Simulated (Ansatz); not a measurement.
## Ta2NOS MXene monolayer in a perpendicular field

What dipole does a perpendicular field induce in the Ta2NOS MXene monolayer? A positive field points along +c.

Method: plane-wave DFT, LDA, Ansatz PAW, in Ansatz 0.2.0.

Most raw output is cut from this account.

### 1. Set-up

The cell holds 5 atoms: 1 S, 2 Ta, 1 N and 1 O. Cell: a = 3.155 Å, b = 3.155 Å, c = 42.033 Å, α = 90.0°, β = 90.0°, γ = 120.0°. Vacuum lies along c.

### 2. Relaxation

The starting cell is a guess, so the in-plane lattice and the atoms are relaxed first, with the slab cut off from its images along the normal.

input.yaml

```yaml
crystal:
  lattice:
    - [3.15458, 0.0, 0.0]
    - [-1.57729, 2.7319464183, 0.0]
    - [0.0, 0.0, 42.0329259406]
  atoms:
    - { symbol: S, position: [0.3333333333, 0.6666666667, 0.434183431] }
    - { symbol: Ta, position: [0.6666666667, 0.3333333333, 0.4776581188], spin: 1.0 }
    - { symbol: "N", position: [0.0, 0.0, 0.5072709328] }
    - { symbol: Ta, position: [0.3333333333, 0.6666666667, 0.536883747], spin: 1.0 }
    - { symbol: O, position: [0.6666666667, 0.3333333333, 0.565816569] }
  periodic: [true, true, false]
magnetization:
  spin_polarized: true
kpoints:
  mp_grid: { grid: [12, 12, 1] }
hamiltonian:
  xc: lda
scf:
  occupations: { method: fermi_dirac, width: 0.05 }
  convergence: { dr2_threshold: 1.0e-09 }
relax:
  f_tol: 0.004
  max_steps: 90
  cell: {}
output:
  write_potential: true
  write_density: true
  volumetric_format: npy
```

Run with:

```
ansatz run input.yaml --threads 4 --pin off --max-ram 6144MiB --backend cpu --events-out ev --progress --plain --runs-dir out
```

Wall time 52 s (4 threads of Intel Xeon 6975P-C (Granite Rapids), shared host); peak memory 0.99 GiB.

The steps of the relaxation:

```csv
step,energy less that of the first step (eV),largest force component (eV/Å),volume (Å³)
1,0.0000,3.0220,362.25
2,-0.7591,0.9112,358.14
3,-0.7873,1.2177,368.97
4,-0.8678,0.1955,361.98
5,-0.8687,0.0407,362.04
6,-0.8686,0.0289,362.53
7,-0.8687,0.0018,362.43
8*,-0.8688,0.0018,362.43
```

Relaxation steps marked * repeat the geometry before them on a plane-wave basis chosen anew for their cell, so energy and pressure can jump there.

The run keeps the 6 symmetry operations that it works with, so distortions that break them were not tested.

```csv
cell as run,before,after,change
a (Å),3.155,3.155,+0.0 %
b (Å),3.155,3.155,+0.0 %
```

The atoms that moved most (Å, along periodic axes as changes of fractional coordinates times the final cell, across vacuum about the mean position):

```csv
atom,dx,dy,dz,length
O5,0.000,0.000,-0.291,0.291
S1,0.000,0.000,0.283,0.283
Ta4,0.000,0.000,-0.100,0.100
Ta2,0.000,0.000,0.067,0.067
N3,0.000,0.000,0.041,0.041
```

The relaxed structure:

```xyz
5
Lattice="3.1554 0.0000 0.0000 -1.5777 2.7326 0.0000 0.0000 0.0000 42.0329" Properties=species:S:1:pos:R:3
S     0.0000    1.8218   18.5326
Ta    1.5777    0.9109   20.1448
N     0.0000    0.0000   21.3635
Ta    0.0000    1.8218   22.4665
O     1.5777    0.9109   23.4917
```

This step gave:

| Quantity | Value |
| --- | --- |
| energy at zero smearing | -21169.0292 eV |

The lattice constant a goes from 3.155 to 3.155 Å.

### 3. Single point, field 0

A sawtooth potential applies the field, turning back in the middle of the vacuum. With the dipole correction the typed value is the field outside the slab. The induced dipole is small, so the SCF threshold is tight.

The cell differs from the one that the last finished run ended in (c 42.033 → 22.959 Å).

input.yaml

```yaml
crystal:
  lattice:
    - [3.1553771717, 0.0, 0.0]
    - [-1.5776885858, 2.7326367892, 0.0]
    - [0.0, 0.0, 22.9591213596]
  atoms:
    - { symbol: S, position: [0.3333333333, 0.6666666667, 0.3920010639] }
    - { symbol: Ta, position: [0.6666666667, 0.3333333333, 0.4622190041] }
    - { symbol: "N", position: [0.0, 0.0, 0.5153033332] }
    - { symbol: Ta, position: [0.3333333333, 0.6666666667, 0.5633457821] }
    - { symbol: O, position: [0.6666666667, 0.3333333333, 0.6079989361] }
kpoints:
  mp_grid: { grid: [18, 18, 1] }
  band_path:
    path: [[0, 0, 0], [0.5, 0, 0], [0.33333333, 0.33333333, 0], [0, 0, 0]]
    npoints: 16
hamiltonian:
  xc: lda
scf:
  occupations: { method: fermi_dirac, width: 0.05 }
  convergence: { dr2_threshold: 1.0e-10 }
efield:
  axis: 3
  dipole_correction: true
  ramp_position: 0.97
  ramp_width: 0.06
  amplitude: 0
output:
  dos: { projected: true, e_range: [-6, 5] }
  bader: true
  write_potential: true
  write_density: true
  volumetric_format: npy
  elf: true
```

Wall time 15 s (4 threads); peak memory 0.76 GiB; 57 s of CPU time.

This step gave:

* energy at zero smearing: -21169.0293 eV
* work function, upper face: 5.289 eV
* work function, lower face: 5.339 eV
* dipole along the normal: 0.002367 e·Å
* step between the vacuum levels: -0.04969 eV

Running mean over a fixed 2.7 Å (it still follows the layers) of the planar mean; the ramp of the sawtooth is left out. The electron's electrostatic potential energy less the Fermi level by z:

```csv
z (Å),electron's electrostatic potential energy less the Fermi level (eV)
3.5,5.34
4.0,5.34
4.5,5.34
5.0,5.34
5.5,5.33
6.0,5.31
6.5,5.17
7.0,4.52
7.5,2.54
8.0,0.0270
8.5,-2.29
9.0,-5.43
9.5,-9.45
10.0,-11.5
10.5,-12.1
11.0,-13.0
11.5,-14.4
12.0,-14.7
12.5,-14.1
13.0,-13.2
13.5,-10.6
14.0,-7.10
14.5,-2.66
15.0,1.10
15.5,3.84
16.0,5.05
16.5,5.25
17.0,5.28
17.5,5.29
18.0,5.29
18.5,5.29
19.0,5.29
19.5,5.29
```

The density of states has structure finer than the step of the table below, so its rows give means over 0.25 eV, whole bins alone (the curve runs from -6 to 1.99 eV). Peaks (eV: height): -5.610: 6.76, -5.480: 6.51, -5.310: 11.6, -4.870: 7.98, -3.490: 5.96, 1.330: 5.33, 1.720: 6.96.

Density of states against energy, zero at the Fermi level; means over each step:

energy (eV), density of states (states/eV a cell) and a bar from the least value:
```
    -5.75        1.9 #####
    -5.50        4.9 ####################
    -5.25        6.9 ##############################
    -5.00        4.0 ################
    -4.75        3.2 ###########
    -4.50        2.3 #######
    -4.25        1.3 ##
    -4.00        1.3 ##
    -3.75        2.2 ######
    -3.50        3.3 ############
    -3.25        1.6 ###
    -3.00        1.7 ####
    -2.75        1.9 #####
    -2.50        1.8 ####
    -2.25        2.1 ######
    -2.00        1.6 ###
    -1.75        1.4 ##
    -1.50        1.5 ###
    -1.25        1.7 ####
    -1.00        1.0 
    -0.75        1.1 #
    -0.50        1.5 ###
    -0.25        1.2 #
     0.00        1.2 #
     0.25        1.4 ##
     0.50        1.2 #
     0.75        1.4 ##
     1.00        2.5 ########
     1.25        3.5 #############
     1.50        4.0 ###############
     1.75        4.7 ###################
```

Projected DOS per atom over height of the atomic layer and energy from the Fermi level. Layers: S Ta N Ta O from below.

Ten even steps from '0' (0.04 states/eV) to '9' (2.63 states/eV), each cell a mean:
```
03180
04180
02150
01020
01010
01010
01010
01010
01010
11010
11010
32000
32000
41000
41000
51101
21000
21001
21105
22119
43129
10001
```
Columns: height of the atomic layer (Å) from 9 to 14.0 (not evenly spaced); rows upwards: energy from the Fermi level (eV) from -5.96 to 1.96.

The electronic bands at the labelled points (eV, zero at the Fermi level):

```csv
point,band 18,band 19,band 20,band 21,band 22,band 23,band 24,band 25
Γ,-3.52,-1.63,-1.63,-1.17,-1.17,-0.65,1.05,1.45
halfway,-4.51,-3.22,-2.28,-2.09,0.33,0.54,1.28,2.50
M,-5.10,-3.49,-2.52,-2.36,0.99,1.59,1.81,3.23
halfway,-4.80,-4.15,-3.29,-1.45,0.92,1.25,1.78,3.00
K,-5.00,-4.44,-3.84,-0.45,0.27,0.57,2.28,2.64
halfway,-4.35,-3.62,-2.81,-1.10,-0.80,1.46,1.91,2.07
Γ,-3.52,-1.63,-1.63,-1.17,-1.17,-0.65,1.05,1.45
```

ELF in the ca plane at fractional y = 0.333, with atoms of Ta and O within 0.2 Å of it. It is the smooth field of the valence electrons, not physical close to the nuclei.

Values, 5 rows by 16 columns, each cell a mean:
```
0.00 0.00 0.00 0.00 0.08 0.34 0.35 0.58 0.29 0.19 0.61 0.68 0.16 0.00 0.00 0.00
0.00 0.00 0.00 0.00 0.01 0.09 0.34 0.41 0.40 0.23 0.62 0.77 0.26 0.01 0.00 0.00
0.00 0.00 0.00 0.01 0.09 0.34 0.36 0.57 0.30 0.19 0.60 0.68 0.16 0.00 0.00 0.00
0.00 0.00 0.00 0.03 0.35 0.72 0.61 0.22 0.42 0.25 0.22 0.18 0.02 0.00 0.00 0.00
0.00 0.00 0.00 0.03 0.36 0.74 0.62 0.21 0.44 0.24 0.19 0.16 0.02 0.00 0.00 0.00
```
Columns run along c (16.0 Å, from fractional 0.14 to 0.84 of the cell), rows up along a (3.2 Å). Atoms in or near the plane, at fractional coordinates: Ta at (0.46, 0.67), O at (0.61, 0.67).

Valence density in the ca plane at fractional y = 0.333, with atoms of Ta and O within 0.2 Å of it. It is the smooth field of the valence electrons, not physical close to the nuclei.

Values in e/Å³, 5 rows by 16 columns, each cell a mean:
```
0.0 0.0 0.0 0.0 0.0 0.0 0.1 0.3 1.9 1.5 0.3 0.6 1.5 0.1 0.0 0.0
0.0 0.0 0.0 0.0 0.0 0.0 0.0 0.2 3.3 2.9 0.2 1.4 4.7 0.2 0.0 0.0
0.0 0.0 0.0 0.0 0.0 0.0 0.1 0.3 1.9 1.6 0.3 0.7 1.6 0.1 0.0 0.0
0.0 0.0 0.0 0.0 0.0 0.0 0.2 0.5 0.4 0.4 0.6 0.6 0.2 0.0 0.0 0.0
0.0 0.0 0.0 0.0 0.0 0.0 0.2 0.5 0.3 0.4 0.6 0.6 0.2 0.0 0.0 0.0
```
Columns run along c (16.0 Å, from fractional 0.08 to 0.78 of the cell), rows up along a (3.2 Å). Atoms in or near the plane, at fractional coordinates: Ta at (0.46, 0.67), O at (0.61, 0.67).

Electrostatic potential energy in the ca plane at fractional y = 0.333, with atoms of Ta and O within 0.2 Å of it. With pseudopotentials it is smooth inside the atoms' cores, unlike the true potential.

Ten even steps from '0' (-43 eV) to '9' (7 eV), each cell a mean:
```
99999999998863235788777779999999999999999999
99999999999730002688884116999999999999999999
99999999999720001688882004999999999999999999
99999999999740002688885127999999999999999999
99999999998874346787777789999999999999999999
99999999887887778876556899999999999999999999
99999999877888888876446789999999999999999999
99999999988887778877557899999999999999999999
```
Columns run along c (16.0 Å, from fractional 0.24 to 0.93 of the cell; values clipped at the 3rd and 97th percentile), rows up along a (3.2 Å). Atoms in or near the plane, at fractional coordinates: Ta at (0.46, 0.67), O at (0.61, 0.67).

The work function of the upper face is 5.29 eV.

### 4. Atoms held, field 0.1 V/Å

input.yaml: that of step 3 with these lines changed.

```diff
@@ -26,6 +26,4 @@
   ramp_width: 0.06
-  amplitude: 0
+  amplitude: 0.1
 output:
-  dos: { projected: true, e_range: [-6, 5] }
-  bader: true
   write_potential: true
@@ -33,2 +31 @@
   volumetric_format: npy
-  elf: true
```

Wall time 5.2 s (4 threads); peak memory 0.72 GiB; 20 s of CPU time.

The dipole is 0.0331 e·Å, 0.0307 e·Å from its value without field.

### 5. Atoms held, field -0.1 V/Å

input.yaml: that of step 4 with these lines changed.

```diff
@@ -26,3 +26,3 @@
   ramp_width: 0.06
-  amplitude: 0.1
+  amplitude: -0.1
 output:
```

It took 5.1 s on 4 threads; peak memory 0.73 GiB; 19 s of CPU time.

The dipole is -0.0284 e·Å, -0.0307 e·Å from its value without field.

### 6. Atoms held, field 0.5 V/Å

input.yaml: that of step 5 with these lines changed.

```diff
@@ -26,3 +26,3 @@
   ramp_width: 0.06
-  amplitude: -0.1
+  amplitude: 0.5
 output:
```

The job ended after 5.4 s (4 threads; peak memory 0.73 GiB).

The dipole is 0.156 e·Å, 0.154 e·Å from its value without field.

### 7. Atoms held, field -0.3 V/Å

input.yaml: that of step 6 with these lines changed.

```diff
@@ -26,4 +26,6 @@
   ramp_width: 0.06
-  amplitude: 0.5
+  amplitude: -0.3
 output:
+  dos: { projected: true, e_range: [-6, 5] }
+  bader: true
   write_potential: true
@@ -31 +33,2 @@
   volumetric_format: npy
+  elf: true
```

Run time: 15 s. Hardware: 4 threads; peak memory 0.71 GiB.

The dipole is -0.0897 e·Å, -0.0921 e·Å from its value without field.

### 8. Response, atoms held

This step: plane-wave DFT, LDA, Ansatz PAW; response to a field along the normal, atoms held (Ansatz 0.2.0).

The dipoles give the slope, and the difference of two potentials shows where the field is screened.

This step gave:

```
equivalent conductor thickness p/(ε₀AE) : 6.449 Å
distance between the outer atoms        : 4.959 Å
```

The dipole of the cell by applied field:

```csv
applied field (V/Å),dipole of the cell (e·Å)
-0.300,-0.0897
-0.100,-0.0284
0.000,0.00237
0.100,0.0331
0.500,0.156
```

Local field over the applied field, running mean. From the potentials at -0.1 and 0.1 V/Å; running mean over 2.5 Å. Local field over applied field against z:

```csv
z (Å),local field over applied field
4.02,1.000
4.45,0.999
4.88,0.998
5.17,0.996
5.60,0.989
6.03,0.971
6.46,0.931
6.89,0.851
7.17,0.772
7.61,0.628
8.04,0.474
8.47,0.320
8.90,0.189
9.33,0.101
9.61,0.0654
10.04,0.0359
10.48,0.0205
10.91,0.0180
11.34,0.0208
11.62,0.0205
12.05,0.0250
12.48,0.0427
12.91,0.0855
13.35,0.157
13.63,0.226
14.06,0.355
14.49,0.502
14.92,0.653
15.35,0.786
15.78,0.892
16.07,0.939
16.50,0.977
16.93,0.992
17.36,0.997
17.79,0.999
18.08,1.000
18.51,1.000
18.94,1.000
```

Electrons, planar mean, per unit field. The induced electron density by z:

```csv
z (Å),induced electron density (e/Å³ per V/Å)
4.5,3.2e-6
5.0,1.1e-5
5.5,3.6e-5
6.0,1.2e-4
6.5,3.6e-4
7.0,0.00102
7.5,0.00236
8.0,0.00365
8.5,0.00221
9.0,8.9e-4
9.5,3.9e-4
10.0,-7.7e-4
10.5,5.8e-4
11.0,2.4e-4
11.5,9.8e-5
12.0,-4.0e-4
12.5,-3.2e-4
13.0,-2.2e-4
13.5,-9.4e-4
14.0,-0.00177
14.5,-0.00346
15.0,-0.00253
15.5,-0.00101
16.0,-3.2e-4
16.5,-8.9e-5
17.0,-2.4e-5
17.5,-6.3e-6
18.0,-1.7e-6
18.5,-4.7e-7
```

By hand: between -0.1 and 0.1 V/Å the dipole changes by 0.06146 e·Å, a slope of 0.3073 e·Å²/V. A perfect conductor of thickness t has p = ε₀AEt, so t = 180.95 × 0.3073 / 8.622 = 6.45 Å (e/ε₀ = 180.95 V·Å, A in Å²).

The induced dipole is that of a conductor 6.45 Å thick.

### 9. Varying the input: efield.ramp_width = 0.15

This step: plane-wave DFT, LDA, Ansatz PAW (Ansatz 0.2.0).

A run with a changed input: it repeats the earlier run at 0.1 V/Å with efield.ramp_width from 0.06 to 0.15.

input.yaml: that of step 7 with these lines changed.

```diff
@@ -25,7 +25,5 @@
   ramp_position: 0.97
-  ramp_width: 0.06
-  amplitude: -0.3
+  ramp_width: 0.15
+  amplitude: 0.1
 output:
-  dos: { projected: true, e_range: [-6, 5] }
-  bader: true
   write_potential: true
@@ -33,2 +31 @@
   volumetric_format: npy
-  elf: true
```

It took 5.2 s on 4 threads; peak memory 0.73 GiB.

This step gave:

```
energy at zero smearing : -21169.0310 eV
dipole along the normal : 0.03310 e·Å
```

The electronic bands at the labelled points (eV, zero at the Fermi level):

```csv
point,band 18,band 19,band 20,band 21,band 22,band 23,band 24,band 25
Γ,-3.52,-1.63,-1.63,-1.17,-1.17,-0.65,1.05,1.45
halfway,-4.50,-3.23,-2.29,-2.09,0.33,0.54,1.28,2.50
M,-5.09,-3.49,-2.52,-2.37,1.00,1.59,1.81,3.23
halfway,-4.80,-4.15,-3.30,-1.45,0.93,1.26,1.78,3.00
K,-4.98,-4.45,-3.85,-0.45,0.27,0.58,2.28,2.63
halfway,-4.34,-3.63,-2.82,-1.10,-0.80,1.46,1.91,2.08
Γ,-3.52,-1.63,-1.63,-1.17,-1.17,-0.65,1.05,1.45
```

```csv
quantity,this run,earlier run,difference
dipole along the normal (e·Å),0.03310,0.03311,-3.7e-6
```

The dipole moves by under 0.5 % or 5e-5 e·Å.

Of the bands kept, 2 cross the Fermi level on this path.

### 10. A changed input

An input spoilt on purpose, to show how the run answers: it repeats the earlier run at 0.1 V/Å with efield.axis from 3 to 0, and scf.max_iter set to 80.

input.yaml: that of step 9 with these lines changed.

```diff
@@ -21,7 +21,8 @@
   convergence: { dr2_threshold: 1.0e-10 }
+  max_iter: 80
 efield:
-  axis: 3
+  axis: 0
   dipole_correction: true
   ramp_position: 0.97
-  ramp_width: 0.15
+  ramp_width: 0.06
   amplitude: 0.1
```

Elapsed: 0.02 s, on 4 threads; peak memory 0.058 GiB.

The program refused the input before any cycle.

The program's message: “Error: invalid value for `efield.axis`: must be in [1, 3]; got 0”

The fault put into the input: an axis of 0, outside the range 1 to 3.

### 11. What came out

```yaml
gap_without_field: none
work_function_upper_face: 5.29 eV
step_between_the_vacuum_levels: -0.0497 eV
equivalent_conductor_thickness_atoms_held: 6.45 Å
```

What this shows: The induced dipole equals that of a perfect conductor 6.45 Å thick, while the outer atoms lie 4.96 Å apart. The two faces differ: the vacuum level above lies 0.05 eV lower than the one below. There is no gap over 0.03 eV, with or without the field. The first relaxation ran with spin and lost its moment, and the later runs have none; other magnetic states were not tried. Spin-orbit coupling is left out, which matters for the bands of elements this heavy. The MXene's terminations sit over the metal atoms of its far layer; the site over carbon or nitrogen, which some compounds prefer, was not run.

[Logs are printed without paths, hosts, clocks, repeated set-up lines and the standing remarks that a program may print on its own settings, such as how far it seeks lower states.]

[Hosts, paths, dates, database ids (printed as entryN), source tags and the programs' standing remarks are cut or masked in the printed files.]

[Maps of the electrostatic potential energy from Ansatz leave out the sawtooth potential of an applied field or a dipole correction, so their vacuum need not be flat; planar profiles and work functions include it.]

[The density of states shown here was stored with 400 of the rows of the run's finer table, so its peaks can read low, often by over a quarter, or be missed, and its means over a window can be off by a tenth or more.]
